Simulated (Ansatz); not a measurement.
# GaP wire along [110], 8 atoms a period, H-terminated: bands by functional and under strain, part 2 of 3

What gap, if any, does the GaP wire along [110], 8 atoms a period, H-terminated have, and how does it change with the functional and under strain?

Ansatz 0.2.0; DFT PBE, plane waves, PAW; relaxation of a wire's period; PAW set soft_1 (the session's first sound run).

So far. Step 2 (The relaxed wire): The cell's length comes to 3.950 Å with spin left out.

**3. The wire at its relaxed period**

This step: DFT PBE, plane waves, PAW; bands of a perfect wire; PAW set soft_1 (Ansatz 0.2.0).

At the relaxed period the bands are computed along the axis; those that cross an energy going forward count the channels that a perfect wire would open there.

The input, input.yaml:

```yaml
crystal:
  lattice:
    - [15.425, 0.0, 0.0]
    - [0.0, 13.276, 0.0]
    - [0.0, 0.0, 3.9503807384]
  atoms:
    - { symbol: H, position: [0.405240549, 0.248037867, 0.0] }
    - { symbol: Ga, position: [0.451531511, 0.352554824, 0.0] }
    - { symbol: H, position: [0.228011756, 0.603734718, 0.5] }
    - { symbol: H, position: [0.228011756, 0.396286942, 0.5] }
    - { symbol: Ga, position: [0.276630252, 0.50001083, 0.5] }
    - { symbol: P, position: [0.543730832, 0.642534272, 0.5] }
    - { symbol: P, position: [0.543730832, 0.357487388, 0.5] }
    - { symbol: H, position: [0.602962701, 0.725066952, 0.5] }
    - { symbol: H, position: [0.602962701, 0.274954708, 0.5] }
    - { symbol: Ga, position: [0.631199747, 0.50001083, 0.5] }
    - { symbol: P, position: [0.36939133, 0.50001083, 0.0] }
    - { symbol: H, position: [0.405240549, 0.751983793, 0.0] }
    - { symbol: Ga, position: [0.451531511, 0.647466836, 0.0] }
    - { symbol: P, position: [0.720987275, 0.50001083, 0.0] }
    - { symbol: H, position: [0.780731304, 0.581459551, 0.0] }
    - { symbol: H, position: [0.780731304, 0.418562109, 0.0] }
kpoints:
  mp_grid: { grid: [1, 1, 21] }
  band_path: { path: ["Γ", Z], npoints: 90 }
scf:
  occupations: { method: fermi_dirac, width: 0.05 }
hamiltonian:
  xc: pbe
  pseudopotentials: { kind: paw, azcp: { folder: soft_1 } }
output:
  dos: { e_range: [-5, 4] }
  write_potential: true
  write_density: true
  volumetric_format: npy
```

Run with:

```
ansatz run input.yaml --threads 4 --pin off --max-ram 16384MiB --backend cpu --events-out ev --progress --plain --runs-dir out
```

Numbers of over 12 decimals in the logs are rounded to 6 here.

Output:

```text
[...]
Crystal: 16 atoms, lattice volume = 808.968 Å³
Basis set: ecut = 420 eV, 15859 PW (Γ)
Bands: 56, of which v1, the nominal top of the filled ones, is band 40 counted from 1 (39 counted from 0)
Symmetry: 4 space group operations
[...]
k-points: 11 of 21
[...]
SCF iter   1: F=—  HF=-18286.125067 eV  |F-HF|=—  |Δ(HF+E_count)|=         —  Δρ=3.51e-2  dr2=1.04e1  ethr=3.10e-3  ⟨swp⟩=10.8  Hψ=3565  notcnv=0  defer=4
[...]
SCF iter  10: F=-18282.805419 eV  HF=-18282.805419 eV  |F-HF|=7.09e-10  |Δ(HF+E_count)|=   1.28e-7  Δρ=1.68e-6  dr2=2.55e-8  ethr=1.25e-10  ⟨swp⟩=16.8  Hψ=3794  notcnv=0
SCF 1 converged in 10 iterations: F = -18282.805419 eV  dr2 = 2.55e-8
[...]
NSCF: frozen V_eff on 91 k-points
WARN: The output density's exchange-correlation potential varies sharply where the density is thin. Do not read a vacuum level from v_tot or v_xc, or from such a field of the output density. On a cell that repeats whose density bears no net charge and no dipole along the vacuum's axis use v_es (v_loc + v_h of the components); under efield.dipole_correction with no amplitude use v_es + v_field, which holds any externa [...]
SCF converged after 10 iterations
Free energy (F): -18282.805419 eV
[...]
Internal energy: -18282.805419 eV  (E = F + TS)
E sigma→0 (E₀):  -18282.805419 eV
Entropy (-TS):   -0.000000 eV (-0.000 meV/atom)
Fermi energy:    -1.590405 eV
[...]
--- Band table (eV; the first three rows and the last of 11) ---
  k-point 0: bands = [... 36 lower, -3.4921, -3.3429, -3.0859, -2.4083, -0.7824, -0.0056, 0.0880, 0.6130, ... 12 higher]
  k-point 1: bands = [... 36 lower, -3.5928, -3.3217, -3.0815, -2.4907, -0.6517, 0.0680, 0.1977, 0.6508, ... 12 higher]
  k-point 2: bands = [... 36 lower, -3.7610, -3.3112, -3.1303, -2.6657, -0.3023, 0.2088, 0.4557, 0.7290, ... 12 higher]
  k-point 10: bands = [... 36 lower, -3.8789, -3.8626, -3.6740, -3.6663, 0.1270, 0.3437, 0.5640, 0.7965, ... 12 higher]
```

It took 91 s on 4 threads of Intel Xeon Platinum 8259CL at 2.50GHz (Skylake/Cascade Lake), shared host; peak memory 2.6 GiB.

Reading the cycles: dr2 is the Hartree energy of the density residual (eV), the measure of convergence; HF is the Harris–Foulkes estimate of the energy, which meets the free energy F at convergence.

This step gave:

```yaml
band_gap: 1.626 eV
```

Electronic bands along the path, in eV, zero at the Fermi level:

```
  point  band 37  band 38  band 39  band 40  band 41  band 42  band 43  band 44
      Γ    -1.90    -1.75    -1.50    -0.82     0.81     1.58     1.68     2.20
halfway    -2.37    -2.14    -1.80    -1.45     1.86     1.99     2.31     2.79
      Z    -2.28    -2.26    -2.10    -2.09     1.71     1.94     2.16     2.37
```

The gap is 1.63 eV, with spin left out.

The path shows a direct gap of 1.63 eV (valence top at Γ, conduction bottom at Γ).

**4. Another level of theory, cutoff 500 eV, k-mesh 1×1×16**

This step: DFT r2SCAN, plane waves, PAW; bands of a perfect wire at the PBE geometry; PAW set soft_1 (Ansatz 0.2.0).

The atoms stay at the PBE geometry and the functional changes. r2SCAN also reads the kinetic-energy density; it often gives larger moments and wider gaps than PBE, at a higher cost. Against the first PBE run of this kind, the cutoff is 500 eV against 420 and the mesh along the wire has 16 points against 21.

Edit input.yaml of step 3 so:

```diff
@@ -23,3 +23,3 @@
 kpoints:
-  mp_grid: { grid: [1, 1, 21] }
+  mp_grid: { grid: [1, 1, 16] }
   band_path: { path: ["Γ", Z], npoints: 90 }
@@ -28,8 +28,3 @@
 hamiltonian:
-  xc: pbe
+  xc: r2scan
   pseudopotentials: { kind: paw, azcp: { folder: soft_1 } }
-output:
-  dos: { e_range: [-5, 4] }
-  write_potential: true
-  write_density: true
-  volumetric_format: npy
```

Output:

```text
[...]
Crystal: 16 atoms, lattice volume = 808.968 Å³
Basis set: ecut = 500 eV, 20491 PW (Γ), exchange–correlation on 480×400×120 points (64 copies of the dense FFT grid, shifted against one another)
Bands: 56, of which v1, the nominal top of the filled ones, is band 40 counted from 1 (39 counted from 0)
Symmetry: 4 space group operations
[...]
k-points: 9 of 16
[...]
--- Band table (eV; the first three rows and the last of 9) ---
  k-point 0: bands = [... 36 lower, -3.7336, -3.5694, -3.2694, -2.5856, -0.6793, 0.1437, 0.2662, 0.9733, ... 12 higher]
  k-point 1: bands = [... 36 lower, -3.8905, -3.5452, -3.2723, -2.7212, -0.4502, 0.2549, 0.4696, 1.0276, ... 12 higher]
  k-point 2: bands = [... 36 lower, -4.0870, -3.5465, -3.4111, -2.9509, 0.1236, 0.3999, 0.9408, 1.0275, ... 12 higher]
  k-point 8: bands = [... 36 lower, -4.1032, -4.0928, -3.9576, -3.9253, 0.2978, 0.4583, 0.7408, 0.9444, ... 12 higher]
[key lines of the parts left out:]
SCF converged after 10 iterations
Free energy (F): -18326.746890 eV
Fermi energy:    -1.629830 eV
```

Wall time 2.7 min (4 threads); peak memory 4.3 GiB; 11 min of CPU time.

Numbers from this step:

| Quantity | Value |
| --- | --- |
| band gap | 1.906 eV |

Electronic bands along the path, in eV, zero at the Fermi level:

| point | band 37 | band 38 | band 39 | band 40 | band 41 | band 42 | band 43 | band 44 |
| --- | --- | --- | --- | --- | --- | --- | --- | --- |
| Γ | -2.10 | -1.94 | -1.64 | -0.96 | 0.95 | 1.77 | 1.90 | 2.60 |
| halfway | -2.61 | -2.32 | -2.00 | -1.62 | 2.01 | 2.24 | 2.63 | 3.10 |
| Z | -2.47 | -2.46 | -2.33 | -2.30 | 1.93 | 2.09 | 2.37 | 2.57 |

The gap is 1.91 eV, against 1.63 eV under PBE at the relaxed period.

**5. Another level of theory, level HSE06, cutoff 420 eV**

This step: DFT HSE06, plane waves, PAW; levels of a perfect wire at the PBE geometry; PAW set soft_1 (Ansatz 0.2.0).

The atoms stay at the PBE geometry and the functional changes. HSE06 mixes in a quarter of short-range exact exchange, which removes part of the self-interaction that closes gaps; it is dear, so the mesh is thinner and no path is run. Against the first PBE run of this kind, the mesh along the wire has 8 points against 21.

Edit input.yaml of step 4 so:

```diff
@@ -23,4 +23,3 @@
 kpoints:
-  mp_grid: { grid: [1, 1, 16] }
-  band_path: { path: ["Γ", Z], npoints: 90 }
+  mp_grid: { grid: [1, 1, 8] }
 scf:
@@ -28,3 +27,3 @@
 hamiltonian:
-  xc: r2scan
+  xc: hse06
   pseudopotentials: { kind: paw, azcp: { folder: soft_1 } }
```

Output:

```text
[...]
Crystal: 16 atoms, lattice volume = 808.968 Å³
Basis set: ecut = 420 eV, 15859 PW (Γ)
Bands: 56, of which v1, the nominal top of the filled ones, is band 40 counted from 1 (39 counted from 0)
Symmetry: 4 space group operations
[...]
k-points: 5 of 8
[...]
SCF iter   6: F=-18282.799016 eV  HF=-18282.799029 eV  |F-HF|=1.30e-5  |Δ(HF+E_count)|=   1.63e-4  Δρ=2.41e-4  dr2=2.52e-4  ethr=4.17e-6  ⟨swp⟩=3.2  Hψ=600  notcnv=0
[...]
Fermi energy:    -1.689701 eV
[...]
--- Band table (eV; the first three rows and the last of 5) ---
  k-point 0: bands = [... 36 lower, -4.0672, -3.9741, -3.6189, -2.8741, -0.5053]
  k-point 1: bands = [... 36 lower, -4.4625, -3.9460, -3.7515, -3.2666, 0.3251]
  k-point 2: bands = [... 36 lower, -4.6451, -4.3119, -4.0343, -3.5905, 0.6326]
  k-point 4: bands = [... 36 lower, -4.4843, -4.4477, -4.4269, -4.3295, 0.5169]
  guard bands above this table: 15 of the run's 56 bands. The solve was not asked for them (output.publish_guard_bands: true or output.eigenvalues: true publishes all)
[key lines of the parts left out:]
Free energy (F): -18287.151771 eV
```

Elapsed: 3.9 min, on 4 threads; peak memory 11 GiB; 15 min of CPU time.

This step gave:

```
band gap : 2.369 eV
```

The gap is 2.37 eV, against 1.63 eV under PBE at the relaxed period.

**6. With spin-orbit coupling, k-mesh 1×1×13**

This step: DFT PBE, plane waves, fully relativistic PAW; bands of a perfect wire with spin-orbit coupling; PAW set soft_1 (Ansatz 0.2.0).

Spin-orbit coupling mixes the spins and splits bands that cross or touch without it, so it can open or close channels. Fully relativistic datasets take the place of the scalar ones. Against the first PBE run of this kind, the mesh along the wire has 13 points against 21.

Edit input.yaml of step 5 so:

```diff
@@ -23,3 +23,4 @@
 kpoints:
-  mp_grid: { grid: [1, 1, 8] }
+  mp_grid: { grid: [1, 1, 13] }
+  band_path: { path: ["Γ", Z], npoints: 90 }
 scf:
@@ -27,3 +28,6 @@
 hamiltonian:
-  xc: hse06
-  pseudopotentials: { kind: paw, azcp: { folder: soft_1 } }
+  xc: pbe
+  pseudopotentials: { kind: paw_fr, azcp: { folder: soft_1 } }
+magnetization:
+  noncollinear: true
+  spin_orbit: true
```

Output:

```text
[...]
non-collinear run that drives no moment, with spin-orbit: no starting moment large enough to seed its density (crystal.atoms[].spin), no starting occupations that ask for one, no magnetisation constraint and no magnetic field, so the semilocal B_xc is pinned to zero
Crystal: 16 atoms, lattice volume = 808.968 Å³
Basis set: ecut = 420 eV, 15859 PW (Γ)
[...]
k-point 0: bands = [... 76 lower, -3.0856, -3.0856, -2.4075, -2.4075, -0.7826, -0.7826, -0.0058, -0.0058, ... 28 higher]
  k-point 1: bands = [... 76 lower, -3.1089, -3.0876, -2.6142, -2.5779, -0.4630, -0.4514, 0.1490, 0.1631, ... 28 higher]
  k-point 2: bands = [... 76 lower, -3.3188, -3.3179, -2.8456, -2.8151, 0.2608, 0.2688, 0.2991, 0.3074, ... 28 higher]
  k-point 6: bands = [... 76 lower, -3.6725, -3.6672, -3.6288, -3.6281, 0.1345, 0.1357, 0.3270, 0.3336, ... 28 higher]
[key lines of the parts left out:]
SCF converged after 10 iterations
Magnetization: |M| = 0.0000 μB,  M = (+0.0000, +0.0000, +0.0000) μB
Free energy (F): -18283.139793 eV
Fermi energy:    -1.593889 eV
```

Wall time 10 min (4 threads); peak memory 9.2 GiB.

This step gave:

* band gap: 1.625 eV

The gap is 1.62 eV, against 1.63 eV under PBE at the relaxed period, with no moment.

**7. Cost and result by level**

Times are for 4 threads of Intel Xeon Platinum 8259CL at 2.50GHz (Skylake/Cascade Lake), shared host. The runs compared:

```
no.     run  band gap (eV)     time  memory (GiB)
  1    lead          1.626     91 s           2.6
  2  levels          1.906  2.7 min           4.3
  3  levels          2.369  3.9 min            11
  4     SOC          1.625   10 min           9.2
```

**8. Strain along the wire, period over the relaxed period 1.06**

This step: DFT PBE, plane waves, PAW; relaxation at a fixed period; PAW set soft_1 (Ansatz 0.2.0).

The period is set to 1.06 times the relaxed one and the atoms relax within it: strain changes bond lengths and angles, which shifts the bands against each other. Against the first PBE run of this kind, the mesh along the wire has 15 points against 21.

The cell differs from the one that the last finished run ended in (c 3.950 → 4.187 Å).

Edit input.yaml of step 6 so:

```diff
@@ -4,3 +4,3 @@
     - [0.0, 13.276, 0.0]
-    - [0.0, 0.0, 3.9503807384]
+    - [0.0, 0.0, 4.1874035828]
   atoms:
@@ -23,3 +23,3 @@
 kpoints:
-  mp_grid: { grid: [1, 1, 13] }
+  mp_grid: { grid: [1, 1, 15] }
   band_path: { path: ["Γ", Z], npoints: 90 }
@@ -29,5 +29,7 @@
   xc: pbe
-  pseudopotentials: { kind: paw_fr, azcp: { folder: soft_1 } }
-magnetization:
-  noncollinear: true
-  spin_orbit: true
+  pseudopotentials: { kind: paw, azcp: { folder: soft_1 } }
+relax:
+  max_steps: 40
+  f_tol: 0.02
+output:
+  stress: true
```

Output:

```text
Warning: output.stress: scf.convergence.dr2_threshold = 1e-7 eV (the SCF's general default) is looser than the 1.6e-9 eV advised for a printed stress (1e-10 eV for each atom of the cell: 16). What an SCF threshold leaves in a stress goes as its square root, and in the free energy as the threshold itself, and one threshold admits the most on a small cell: [figures from the program's tests cut] Every solve of this run  [...]
[...]
Crystal: 16 atoms, lattice volume = 857.506 Å³
Basis set: ecut = 420 eV, 16691 PW (Γ), exchange–correlation on 216×180×60 points (8 copies of the dense FFT grid, shifted against one another)
Bands: 56, of which v1, the nominal top of the filled ones, is band 40 counted from 1 (39 counted from 0)
Symmetry: 4 space group operations
[...]
k-points: 8 of 15
[...]
SCF iter   1: F=—  HF=-18285.820562 eV  |F-HF|=—  |Δ(HF+E_count)|=         —  Δρ=3.41e-2  dr2=1.01e1  ethr=3.10e-3  ⟨swp⟩=10.6  Hψ=2573  notcnv=0  defer=3
[...]
SCF iter   8: F=-18282.574878 eV  HF=-18282.574876 eV  |F-HF|=1.70e-6  |Δ(HF+E_count)|=   1.14e-5  Δρ=1.45e-5  dr2=1.31e-6  ethr=1.25e-8  ⟨swp⟩=5.0  Hψ=1550  notcnv=0
SCF 1 converged in 8 iterations: F = -18282.574878 eV  dr2 = 1.31e-6
[...]
relax step   1: F+E_penalty+E_count = -18282.57487758 eV  Δ(F+E_penalty+E_count) = +0.000e0 eV  max|allowed force component| = 4.257e-1 eV/Å  Δτ_max = 0.0000 Å  (8 SCF iters, dr2 threshold 1.00e-5 eV, accepted)
[...]
SCF iter   6: F=-18282.632093 eV  HF=-18282.632098 eV  |F-HF|=4.88e-6  |Δ(HF+E_count)|=   3.14e-8  Δρ=1.88e-5  dr2=6.68e-6  ethr=1.42e-8  ⟨swp⟩=5.8  Hψ=1588  notcnv=0
SCF 2 converged in 6 iterations: F = -18282.632093 eV  dr2 = 6.68e-6
relax step   2: F+E_penalty+E_count = -18282.63209306 eV  Δ(F+E_penalty+E_count) = -5.722e-2 eV  max|allowed force component| = 6.092e-2 eV/Å  Δτ_max = 0.1389 Å  (6 SCF iters, dr2 threshold 1.13e-5 eV, accepted)
SCF iter   1: F=—  HF=-18282.635514 eV  |F-HF|=—  |Δ(HF+E_count)|=         —  Δρ=1.48e-3  dr2=9.66e-3  ethr=1.31e-4  ⟨swp⟩=4.5  Hψ=900  notcnv=0  defer=71
[...]
SCF iter   7: F=-18282.634103 eV  HF=-18282.634103 eV  |F-HF|=5.83e-9  |Δ(HF+E_count)|=   1.63e-8  Δρ=1.25e-6  dr2=1.17e-8  ethr=1.25e-10  ⟨swp⟩=5.6  Hψ=1450  notcnv=0
SCF 3 converged in 7 iterations: F = -18282.634103 eV  dr2 = 1.17e-8
relax step   3: F+E_penalty+E_count = -18282.63410304 eV  Δ(F+E_penalty+E_count) = -2.010e-3 eV  max|allowed force component| = 1.437e-2 eV/Å  Δτ_max = 0.0328 Å  (7 SCF iters, accepted)
[...]
the band table was solved once a step of the walk had ended and its energy, with any forces and stress, was formed, with the checks that follow a solve (2945 applications of the Hamiltonian). They found nothing against the state; the energy, forces and stress were not computed again (output.eigenvalues in the input reference)
[...]
SCF converged after 7 iterations
Free energy (F): -18282.634103 eV
[...]
Internal energy: -18282.634103 eV  (E = F + TS)
E sigma→0 (E₀):  -18282.634103 eV
Entropy (-TS):   -0.000000 eV (-0.000 meV/atom)
Fermi energy:    -2.127468 eV
[...]
--- Forces (eV/Å), atoms counted from 1 ---
  atom   1  H      0.00251162    -0.00655353     0.00000000
  atom   2  Ga     0.00636133    -0.01359074     0.00000000
  atom   3  H     -0.00061656    -0.00316624     0.00000000
  atom   4  H     -0.00061656     0.00316624     0.00000000
  atom   5  Ga    -0.00061602     0.00000000     0.00000000
  atom   6  P      0.00944805     0.00726084     0.00000000
  atom   7  P      0.00944805    -0.00726084     0.00000000
  atom   8  H     -0.00976781     0.01436738     0.00000000
  atom   9  H     -0.00976781    -0.01436738     0.00000000
  atom  10  Ga    -0.00102921     0.00000000     0.00000000
  atom  11  P     -0.01395625     0.00000000     0.00000000
  atom  12  H      0.00251162     0.00655353     0.00000000
  atom  13  Ga     0.00636133     0.01359074     0.00000000
  atom  14  P     -0.01335025     0.00000000     0.00000000
  atom  15  H      0.00651434     0.00507573     0.00000000
  atom  16  H      0.00651434    -0.00507573     0.00000000
  max |Σ_I F_I| component: 4.98e-5 eV/Å
--- Stress (GPa, compression-positive) ---
       -0.039091       0.000000       0.000000
        0.000000       0.051221       0.000000
        0.000000       0.000000      -1.094487
  P = ⅓ Tr σ = -0.3608 GPa (-3.608 kbar)
--- Band table (eV; the first three rows and the last of 8) ---
  k-point 0: bands = [... 36 lower, -3.9491, -3.5841, -3.2568, -2.9445, -1.3880, -0.4673, -0.4430, 0.2633, ... 12 higher]
  k-point 1: bands = [... 36 lower, -3.9204, -3.5661, -3.3615, -2.9439, -1.1875, -0.2762, -0.2575, 0.4303, ... 12 higher]
  k-point 2: bands = [... 36 lower, -3.9379, -3.5894, -3.5688, -2.9584, -0.6640, 0.1326, 0.2311, 0.5770, ... 12 higher]
  k-point 7: bands = [... 36 lower, -4.1216, -4.0016, -3.8969, -3.7107, 0.1803, 0.3629, 0.6712, 0.8151, ... 12 higher]
--- Relaxed structure (3 steps of the walk, 3 accepted, 0 SCFs on fresh bases) ---
  F+E_penalty+E_count = -18282.63410304 eV   max|allowed force component| = 1.437e-2 eV/Å
  atoms:
    - { symbol: H, position: [0.409279, 0.247469, 0.0] }
    - { symbol: Ga, position: [0.453452, 0.353364, 0.0] }
    - { symbol: H, position: [0.234860, 0.604488, 0.500000] }
    - { symbol: H, position: [0.234860, 0.395533, 0.500000] }
    - { symbol: Ga, position: [0.282054, 0.50001083, 0.500000] }
    - { symbol: P, position: [0.540671, 0.642227, 0.500000] }
    - { symbol: P, position: [0.540671, 0.357794, 0.500000] }
    - { symbol: H, position: [0.601044, 0.723652, 0.500000] }
    - { symbol: H, position: [0.601044, 0.276369, 0.500000] }
    - { symbol: Ga, position: [0.628979, 0.50001083, 0.500000] }
    - { symbol: P, position: [0.370130, 0.50001083, 0.0] }
    - { symbol: H, position: [0.409279, 0.752553, 0.0] }
    - { symbol: Ga, position: [0.453452, 0.646658, 0.0] }
    - { symbol: P, position: [0.713958, 0.50001083, 0.0] }
    - { symbol: H, position: [0.774446, 0.580832, 0.0] }
    - { symbol: H, position: [0.774446, 0.419190, 0.0] }
```

Run time: 1.8 min. Hardware: 4 threads; peak memory 2.9 GiB.

(Continued in part 3 of 3.)

[Logs are printed without paths, hosts, clocks, repeated set-up lines and the standing remarks that a program may print on its own settings, such as how far it seeks lower states.]

[Hosts, paths, dates, database ids (printed as entryN), source tags and the programs' standing remarks are cut or masked in the printed files.]
